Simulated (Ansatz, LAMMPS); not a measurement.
# Amorphous carbon at 2.60 g/cm^3 (96 atoms): relaxation and levels of theory

Which bonds does the relaxation leave, and how do the Kohn-Sham gap, forces and pressure change with k-mesh and functional?

Calculated with Ansatz 0.2.0: Kohn-Sham DFT, PBE, PAW (set soft_2), plane waves; cutoff 420 eV, Γ point, fermi-dirac smearing of 0.025 eV.

In doubt: the hybrid run may have settled on a false gap or state (Ansatz), so the values of those runs are not to be relied on; a hybrid run on one k-point (Ansatz), which bears on gaps, levels and energies.

**The cell**

Density at the start: 2.60 g/cm³. The cell holds 96 atoms: 96 C. Cell: a = 9.030 Å, b = 9.030 Å, c = 9.030 Å, α = 90.0°, β = 90.0°, γ = 90.0°. 96 atoms (96 C) placed at random at 2.6 g/cm³, melted at 6000 K for 10 ps at fixed volume with the LCBOP (Los and Fasolino, Phys. Rev. B 68, 024107 (2003)). Quenched from 6000 K to 300 K at 200 K/ps and fixed volume, held 5 ps, then minimised at fixed cell.

The atoms were relaxed with PBE. The walk converged after 37 steps, with a largest force component of 0.0384 eV/Å; it began at an r.m.s. force component of 1.3 eV/Å. The energy fell by 112.2 meV an atom.

The input of the reference single point:

```yaml
crystal:
  lattice:
    - [9.0304, 0.0, 0.0]
    - [0.0, 9.0304, 0.0]
    - [0.0, 0.0, 9.0304]
  atoms:
    - { symbol: C, position: [0.95777, 0.23087, 0.91176] }
    - { symbol: C, position: [0.3626, 0.348, 0.89839] }
    - { symbol: C, position: [0.56246, 0.34628, 0.65484] }
    - { symbol: C, position: [0.00235, 0.5222, 0.86857] }
    [... 90 atom lines left out ...]
    - { symbol: C, position: [0.90201, 0.86538, 0.09799] }
    - { symbol: C, position: [0.19953, 0.8192, 0.54027] }
kpoints:
  mp_grid: { grid: [1, 1, 1] }
hamiltonian:
  xc: pbe
scf:
  occupations: { method: fermi_dirac, width: 0.025 }
output:
  forces: true
  stress: true
  populations: true
  dos:
    method: { smearing: { sigma: 0.08 } }
    de: 0.05
    projected: { site_lists: { C: [C] } }
  eigenvalues: true
  write_density: true
  write_potential: true
  volumetric_format: npy
```

**Bonds after relaxation**

Bonds by pair of elements; cutoffs follow the first minimum of g(r), held within bounds set by covalent radii, and pairs that aren't listed don't count as bonded:

| pair A-B | cutoff (Å) | bonds | mean length (Å) | spread (Å) | shortest (Å) | B about A | A about B |
| --- | --- | --- | --- | --- | --- | --- | --- |
| C-C | 1.85 | 150 | 1.46 | 0.071 | 1.34 | 3.12 | 3.12 |

How many atoms have how many bonded neighbours:

| element | mean | 3 | 4 |
| --- | --- | --- | --- |
| C | 3.12 | 84 | 12 |

**Levels of theory**

Single points at the relaxed geometry:

| functional | k-mesh | Kohn-Sham gap (eV) | pressure (GPa) | r.m.s. force component (eV/Å) | SCF cycles | time |
| --- | --- | --- | --- | --- | --- | --- |
| PBE | 1×1×1 | 0.212 | 8.14 | 0.011 | 8 | 6.8 s |
| PBE | 2×2×2 | 0.017 † | 8.28 | 0.167 | 10 | 52 s |
| r2SCAN | 1×1×1 | 0.234 | 4.37 | 0.104 | 13 | 27 s |
| PBEsol | 1×1×1 | 0.215 | 3.95 | 0.041 | 8 | 6.3 s |

The gap is that between the highest filled and lowest empty Kohn-Sham level on the run's k-points; † or a dash marks runs with no clear gap, where levels at the Fermi energy are far from full or empty or nearly touch. Cutoffs: 420 eV for PBE and PBEsol; 500 eV for r2SCAN. Times come from shared hosts and are rough.

**Findings**

By these cutoffs 88 % of C atoms have 3 neighbours. The Kohn-Sham gap is 0.21 eV with PBE on the 1×1×1 mesh, and the denser mesh shows no clear gap. On the reference's mesh the gap changes with r2SCAN by +0.02 eV and PBEsol by under 0.01 eV. Against the reference the pressure changes with r2SCAN by -3.8 GPa and PBEsol by -4.2 GPa; a negative change means a smaller volume than PBE would take. The denser mesh moves the energy by +6.5 meV/atom and the pressure by +0.13 GPa. On it the r.m.s. force component is 0.167 eV/Å against 0.011, so the geometry is at rest on the reference mesh alone.

Limits: 1 converged run is left out of the tables as doubtful: HSE06 on 1×1×1 (the hybrid may have settled on a false gap or state). All single points share the geometry relaxed with PBE. The density was set when the cell was made, as one point of a scan, and needn't be that of the real material. One sample; tail or defect levels can set the gap of a disordered cell. The quench rate of 200 K/ps is many orders above laboratory rates, so the cell is likely richer in defects and strain than a real sample. The network of bonds at the start is that of the classical potential that made the cell, and needn't be the one that DFT or experiment would give.

[Logs are printed without paths, hosts, clocks, repeated set-up lines and the standing remarks that a program may print on its own settings, such as how far it seeks lower states.]

[Hosts, paths, dates, database ids (printed as entryN), source tags and the programs' standing remarks are cut or masked in the printed files.]
